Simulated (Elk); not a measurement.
# Magnetic state of AlFe3C from several starts, part 2 of 3

Wanted: the moments of AlFe3C and the energy of each order that was tried.

Elk 11.2.3 (patched build); LDA (Perdew-Wang); all-electron APW+lo, Dirac cores, scalar-relativistic bands.

So far, largest spin moment in the muffin-tin sphere (μB): step 2 (run 1 (ferro +++)) 0.786.

## (3) Run 2 (ferri ++-)

An opposed order shows whether the pairs that it reverses prefer unlike signs.

File elk.in:

```
tasks
  0

xctype
  3

rgkmax
  7.0

nempty
  14

swidth
  0.005

reducebf
  0.5

epsengy
  1e-05

maxscl
  100

lmaxi
  3

spinpol
  .true.

sppath
  './'

avec
  7.16163750426 0.00000000000 0.00000000000
  0.00000000000 7.16163750426 0.00000000000
  0.00000000000 0.00000000000 7.16163750426

atoms
  3
  'Al.in'
  1
  0.0000000000 0.0000000000 0.0000000000   0.000000 0.000000 0.000000
  'Fe.in'
  3
  0.0000000000 0.5000000000 0.5000000000   0.000000 0.000000 -0.140000
  0.5000000000 0.5000000000 0.0000000000   0.000000 0.000000 -0.140000
  0.5000000000 0.0000000000 0.5000000000   0.000000 0.000000 0.140000
  'C.in'
  1
  0.5000000000 0.5000000000 0.5000000000   0.000000 0.000000 0.000000

ngridk
  6 6 6
```

On the command line:

```sh
$ OMP_NUM_THREADS=2 elk
```

Numbers of over 12 decimals in the logs are rounded to 6 here.

The program printed:

```text
Warning(linengy): could not find 1 linearisation energies in s.c. loop 1
Warning(linengy): could not find 1 linearisation energies in s.c. loop 2
Warning(linengy): could not find 1 linearisation energies in s.c. loop 3
Warning(linengy): could not find 1 linearisation energies in s.c. loop 4
Warning(linengy): could not find 1 linearisation energies in s.c. loop 5
Warning(linengy): could not find 1 linearisation energies in s.c. loop 6
Warning(linengy): could not find 1 linearisation energies in s.c. loop 7
Warning(linengy): could not find 1 linearisation energies in s.c. loop 8
Warning(linengy): could not find 1 linearisation energies in s.c. loop 9
Warning(linengy): could not find 1 linearisation energies in s.c. loop 10
Warning(linengy): could not find 1 linearisation energies in s.c. loop 11
Warning(linengy): could not find 1 linearisation energies in s.c. loop 12
Warning(linengy): could not find 1 linearisation energies in s.c. loop 13
Warning(linengy): could not find 1 linearisation energies in s.c. loop 14
Warning(linengy): could not find 1 linearisation energies in s.c. loop 15
Warning(linengy): could not find 1 linearisation energies in s.c. loop 16
Warning(linengy): could not find 1 linearisation energies in s.c. loop 17
Warning(linengy): could not find 1 linearisation energies in s.c. loop 18
Warning(linengy): could not find 1 linearisation energies in s.c. loop 19
Warning(linengy): could not find 1 linearisation energies in s.c. loop 20
Warning(linengy): could not find 1 linearisation energies in s.c. loop 21
Warning(linengy): could not find 1 linearisation energies in s.c. loop 22
Warning(linengy): could not find 1 linearisation energies in s.c. loop 23
Warning(linengy): could not find 1 linearisation energies in s.c. loop 24
Warning(linengy): could not find 1 linearisation energies in s.c. loop 25
Warning(linengy): could not find 1 linearisation energies in s.c. loop 26
Warning(linengy): could not find 1 linearisation energies in s.c. loop 27
Warning(linengy): could not find 1 linearisation energies in s.c. loop 28
Warning(linengy): could not find 1 linearisation energies in s.c. loop 29
Warning(linengy): could not find 1 linearisation energies in s.c. loop 30
Warning(linengy): could not find 1 linearisation energies in s.c. loop 31
Warning(linengy): could not find 1 linearisation energies in s.c. loop 32
Warning(linengy): could not find 1 linearisation energies in s.c. loop 33
Warning(linengy): could not find 1 linearisation energies in s.c. loop 34
Warning(linengy): could not find 1 linearisation energies in s.c. loop 35
Warning(linengy): could not find 1 linearisation energies in s.c. loop 36
Warning(linengy): could not find 1 linearisation energies in s.c. loop 37
Warning(linengy): could not find 1 linearisation energies in s.c. loop 38
Warning(linengy): could not find 1 linearisation energies in s.c. loop 39
Warning(linengy): could not find 1 linearisation energies in s.c. loop 40
Warning(linengy): could not find 1 linearisation energies in s.c. loop 41
Warning(linengy): could not find 1 linearisation energies in s.c. loop 42
Warning(linengy): could not find 1 linearisation energies in s.c. loop 43
Warning(linengy): could not find 1 linearisation energies in s.c. loop 44
Warning(linengy): could not find 1 linearisation energies in s.c. loop 45
Warning(linengy): could not find 1 linearisation energies in s.c. loop 46
Warning(linengy): could not find 1 linearisation energies in s.c. loop 47
Warning(gndstate): core states of species 1 leak from the muffin-tin :   0.4949493895E-03

--- INFO.OUT ---
┌─────────────────────────┐
│ Elk code version 11.2.3 │
└─────────────────────────┘

All units are atomic (Hartree, Bohr, etc.)

┌─────────────────────────────────────────────────┐
│ Ground-state run starting from atomic densities │
└─────────────────────────────────────────────────┘

Lattice vectors :
   7.161637504       0.000000000       0.000000000
   0.000000000       7.161637504       0.000000000
   0.000000000       0.000000000       7.161637504

Species : 1 (Al)
 parameters loaded from : Al.in
 name : aluminium
 nuclear charge    :   -13.00000000
 electronic charge :    13.00000000
 atomic mass :    49184.33496
 muffin-tin radius :    2.200000000
 number of radial points in muffin-tin :    397
 inner part over the whole radius :   0.9634586160E-02
 number on inner part of muffin-tin    :    276
 approximate nuclear radius :   0.5839653600E-04
 number of mesh points to nuclear radius :    122
 atomic positions (lattice), magnetic fields (Cartesian) :
  1 :   0.00000000  0.00000000  0.00000000    0.00000000  0.00000000  0.00000000

Species : 2 (Fe)
 parameters loaded from : Fe.in
 name : iron
 nuclear charge    :   -26.00000000
 electronic charge :    26.00000000
 atomic mass :    101799.2075
 muffin-tin radius :    2.017610716
 number of radial points in muffin-tin :    497
 inner part over the whole radius :   0.9941143945E-02
 number on inner part of muffin-tin    :    349
 approximate nuclear radius :   0.7160107270E-04
 number of mesh points to nuclear radius :    168
 atomic positions (lattice), magnetic fields (Cartesian) :
  1 :   0.00000000  0.50000000  0.50000000    0.00000000  0.00000000 -0.14000000
  2 :   0.50000000  0.50000000  0.00000000    0.00000000  0.00000000 -0.14000000
[...]
Muffin-tin radius times maximum |G+k| :    7.000000000
 using average radius
Maximum |G+k| for APW functions       :    3.583847634
Maximum (1/2)|G+k|²                   :    6.421981930
Maximum |G| for potential and density :    12.00000000
Constant for pseudocharge density :    7
 order of it for each species :   14  14  14
 order of it for pair densities of each species (exact exchange by exxq0 0: 14) :   12  10   4
Radial integration step length :    1

G-vector grid sizes :     28    28    28
Number of G-vectors :    10827

Maximum angular momentum used for
 APW functions            :    8
 outer part of muffin-tin :    6
 inner part of muffin-tin :    3

Number of empty states         :     70
Total number of valence states :    202
Total number of core states    :     36

Third-order local-orbitals added for an l without core states : T
Total number of local-orbitals :     87

Exchange-correlation functional :      3     0     0
 Perdew-Wang/Ceperley-Alder, Phys. Rev. B 45, 13244 (1992)
 gradient requirement :    0
 local density approximation (LDA)

Smearing type :    3
 Fermi-Dirac
Smearing width :   0.5000000000E-02
Effective electronic temperature (K) :    1578.875124

Mixing type :    3
 Broyden mixing, J. Phys. A: Math. Gen. 17, L317 (1984)

Kohn-Sham potential initialised from atomic data

┌──────────────────────────────┐
│ Self-consistent loop started │
└──────────────────────────────┘

┌─────────────────┐
│ Loop number : 1 │
└─────────────────┘

Energies :
 Fermi                       :     0.270924
 sum of occupied eigenvalues :     -2355.4895513067
 electron kinetic            :      4135.6729342406
 core electron kinetic       :      3649.1926220600
 Coulomb                     :     -8044.2363300277
 Coulomb potential           :     -6245.6795903130
 nuclear-nuclear             :     -704.77184764836
 electron-nuclear            :     -8455.4881584460
 Hartree                     :      1116.0236760667
 Madelung                    :     -4921.3965348712
 xc potential                :     -245.15187756059
 xc effective B-field        :    -0.267655
 external B-field            :      0.000000
 exchange                    :     -175.67094894502
 correlation                 :     -8.069928
 electron entropic           :    -0.90838851633571E-02
 total energy                :     -4092.3133563248
 (external B-field energy excluded from total)

Density of states at Fermi energy :    110.2224058
 (states/Hartree/unit cell)

Estimated indirect band gap :   0.2823814755E-04
 from k-point 13 to k-point 4
Estimated direct band gap   :   0.1560333158E-02
 at k-point 13

Charges :
 core                        :    36.00000000
 valence                     :    61.00000000
 interstitial                :    8.279220200
 muffin-tins (core leakage)
  species : 1 (Al)
   atom 1                    :    11.03745616     (  0.5361153600E-03)
  species : 2 (Fe)
   atom 1                    :    24.14725543     ( -0.3455777907E-05)
   atom 2                    :    24.14725543     ( -0.3455777907E-05)
   atom 3                    :    24.08728616     ( -0.3455777907E-05)
  species : 3 (C)
   atom 1                    :    5.301526617     (  0.4486333288E-04)
 total in muffin-tins        :    88.72077980
 total calculated charge     :    96.99921316
 total charge                :    97.00000000
 error                       :   0.7868427988E-03

Moments :
 interstitial                :  -0.1228544363E-01
 muffin-tins
  species : 1 (Al)
   atom 1                    :  -0.2850874202E-01
  species : 2 (Fe)
   atom 1                    :    2.147046956
   atom 2                    :    2.147046956
   atom 3                    :   -2.050734743
  species : 3 (C)
   atom 1                    :  -0.1181953987E-01
 total in muffin-tins        :    2.203030887
 total moment                :    2.190745443

[... earlier loops left out ...]

┌──────────────────┐
│ Loop number : 47 │
└──────────────────┘

Energies :
 Fermi                       :     0.348078
 sum of occupied eigenvalues :     -2348.5393716337
 electron kinetic            :      4140.7449368264
 core electron kinetic       :      3649.9391701370
 Coulomb                     :     -8048.4369288494
 Coulomb potential           :     -6246.0824739649
 nuclear-nuclear             :     -704.77184764836
 electron-nuclear            :     -8463.5075232588
 Hartree                     :      1119.8424420578
 Madelung                    :     -4925.3956918669
 xc potential                :     -243.16257002108
 xc effective B-field        :    -0.39264058340460E-01
 external B-field            :      0.000000
 exchange                    :     -175.71384693066
 correlation                 :     -8.088164
 electron entropic           :    -0.12598476381645E-01
 total energy                :     -4091.5066018545
 (external B-field energy excluded from total)

Density of states at Fermi energy :    157.3890909
 (states/Hartree/unit cell)

Estimated indirect band gap :   0.2039500199E-04
 from k-point 26 to k-point 22
Estimated direct band gap   :   0.1641688067E-02
 at k-point 6

Charges :
 core                        :    36.00000000
 valence                     :    61.00000000
 interstitial                :    8.427674430
 muffin-tins (core leakage)
  species : 1 (Al)
   atom 1                    :    11.22807920     (  0.4949493895E-03)
  species : 2 (Fe)
   atom 1                    :    24.26697672     ( -0.3455782405E-05)
   atom 2                    :    24.26697672     ( -0.3455782405E-05)
   atom 3                    :    24.26712138     ( -0.3455782840E-05)
  species : 3 (C)
   atom 1                    :    4.543171550     (  0.4478896768E-04)
 total in muffin-tins        :    88.57232557
 total calculated charge     :    96.99929402
 total charge                :    97.00000000
 error                       :   0.7059841511E-03

Moments :
 interstitial                :  -0.1874693627E-01
 muffin-tins
  species : 1 (Al)
   atom 1                    :  -0.4477073910E-01
  species : 2 (Fe)
   atom 1                    :   0.7860881088
   atom 2                    :   0.7860881088
   atom 3                    :   0.7867895429
  species : 3 (C)
   atom 1                    :  -0.5806871491E-01
 total in muffin-tins        :    2.256126306
 total moment                :    2.237379370

┌──────────────────────────────┐
│ Self-consistent loop stopped │
└──────────────────────────────┘

Warning : core states of species 1 leak from the muffin-tin :   0.4949493895E-03

Wrote STATE.OUT
```

Wall time 13 min (2 threads of Arm Neoverse V1, shared host); peak memory 0.23 GiB.

Spin moment in the muffin-tin sphere by atom:

| atom | spin moment in the muffin-tin sphere (μB) |
| --- | --- |
| Al1 | -0.045 |
| Fe2 | 0.786 |
| Fe3 | 0.786 |
| Fe4 | 0.787 |
| C5 | -0.058 |

Numbers from this step:

- density of states at the Fermi level: 5.784 states/eV/cell
- moment between the spheres: -0.01875 μB
- magnetization: 2.237 μB
- final state: ferromagnetic

On 1 Fe atom the moment turned against its typed sign.

It lies level with the first start, and its largest moment is 0.787 μB against 0.786 μB.

## (4) Order 3, typed as no spin polarisation

This run holds no moments, which gives a state to set the others against.

File elk.in:

```
tasks
  0

xctype
  3

rgkmax
  7.0

nempty
  14

swidth
  0.005

epsengy
  1e-05

maxscl
  100

lmaxi
  3

sppath
  './'

avec
  7.16163750426 0.00000000000 0.00000000000
  0.00000000000 7.16163750426 0.00000000000
  0.00000000000 0.00000000000 7.16163750426

atoms
  3
  'Al.in'
  1
  0.0000000000 0.0000000000 0.0000000000   0.000000 0.000000 0.000000
  'Fe.in'
  3
  0.0000000000 0.5000000000 0.5000000000   0.000000 0.000000 0.000000
  0.5000000000 0.5000000000 0.0000000000   0.000000 0.000000 0.000000
  0.5000000000 0.0000000000 0.5000000000   0.000000 0.000000 0.000000
  'C.in'
  1
  0.5000000000 0.5000000000 0.5000000000   0.000000 0.000000 0.000000

ngridk
  6 6 6
```

On the command line:

```sh
$ OMP_NUM_THREADS=2 elk
```

The program printed:

```text
Warning(linengy): could not find 1 linearisation energies in s.c. loop 1
Warning(linengy): could not find 1 linearisation energies in s.c. loop 2
Warning(linengy): could not find 1 linearisation energies in s.c. loop 3
Warning(linengy): could not find 1 linearisation energies in s.c. loop 4
Warning(linengy): could not find 1 linearisation energies in s.c. loop 5
Warning(linengy): could not find 1 linearisation energies in s.c. loop 6
Warning(linengy): could not find 1 linearisation energies in s.c. loop 7
[...]
atom 2                    :    24.26697051     ( -0.3455782537E-05)
   atom 3                    :    24.26697051     ( -0.3455782537E-05)
  species : 3 (C)
   atom 1                    :    4.543425201     (  0.4478911629E-04)
 total in muffin-tins        :    88.56891808
 total calculated charge     :    96.99930343
 total charge                :    97.00000000
 error                       :   0.6965687286E-03

┌──────────────────────────────┐
│ Self-consistent loop stopped │
└──────────────────────────────┘

Warning : core states of species 1 leak from the muffin-tin :   0.4945398188E-03

Wrote STATE.OUT

[key lines of the parts left out:]
total energy                :     -4091.5053819057
```

Run time: 21 s. Hardware: 2 threads; peak memory 0.09 GiB; 40 s of CPU time.

Read from the output:

```yaml
density_of_states_at_the_fermi_level: 6.548 states/eV/cell
final_state: non-magnetic (no spin polarisation)
```

It lies 11.1 meV a seeded atom over the first start.

## (5) Energies of the orders

These are free energies at a smearing of 0.136 eV, so its entropy term is in the differences. They are divided by the number of seeded atoms, so that cells of unlike size compare.

Orders:

```
               start    final state  typed order kept  energy over the lowest (meV a seeded atom)  largest sphere moment (μB)  net moment (μB a primitive cell)  DOS at the Fermi level (states/eV a primitive cell)  mesh matched  CPU time (s)
           ferro +++  ferromagnetic               yes                                           0                      0.7862                             2.237                                                5.784           yes         374.1
           ferri ++-  ferromagnetic                no                                     0.05634                      0.7868                             2.237                                                5.784           yes          1501
no spin polarisation   non-magnetic                 -                                       11.12                           0                                 0                                                6.548           yes         39.81
```

(Continued in part 3 of 3.)

[Logs and program files are shortened in this print: banners, set-up blocks, solver, clock and traceback lines can be left out without a mark of their own.]

[Logs are printed without paths, hosts, clocks, repeated set-up lines and the standing remarks that a program may print on its own settings, such as how far it seeks lower states.]

[Hosts, paths, dates, database ids (printed as entryN), source tags and the programs' standing remarks are cut or masked in the printed files.]

[Where a cell is said to come from a database of computed structures, the database is the Materials Project.]
